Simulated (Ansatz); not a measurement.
# Gate voltage at the highest density: TiGe2N4 monolayer

A layer charged from two gates alike needs a voltage that grows with the carrier density; the slope is e over the total capacitance.

Set-up. Ansatz 0.2.0, plane waves with PAW datasets (its set soft_2), LDA; isolated slab, charged sheets 5 Å from the outer atoms behind model barriers, atoms held, Fermi-Dirac smearing of 0.02585 eV. The voltage is that of the gates (their mean) against the layer's Fermi level, from the uncharged case, which has a gap of 1.21 eV.

```
  run  added electrons (10¹³ per cm²)  gate voltage (V)
run 1                            0.50              0.71
run 2                            2.00              1.36
run 3                            6.00                 ?
```

Q: Estimate the withheld value from the rows shown.

Two rows fix a line: slope = (1.36 − 0.71) / (2.00 − 0.50) = 0.4333, intercept 0.4934. The capacitance is 1.602/0.4333 = 3.70 µF/cm², against 3.54 µF/cm² for plates 5 Å apart in vacuum on both sides; it is the larger, as where the added charge has its centre outside the outer atoms (not examined here). The intercept is mostly the shift of the Fermi level from inside the gap to the band edge. At 6.00 it gives 0.4333 × 6.00 + 0.4934 = 3.09 V, beyond the rows fitted. Rounding of the rows alone allows about ±0.032 V there; two rows can't show whether the line holds.

The run itself gives 3.01 V: a miss of −0.08 V, or 2.7 % of the value. The capacitance rises a little towards the highest density.

Caveats: The gates are model sheets, not atoms, and low densities sample few k-points.

[Logs are printed without paths, hosts, clocks, repeated set-up lines and the standing remarks that a program may print on its own settings, such as how far it seeks lower states.]
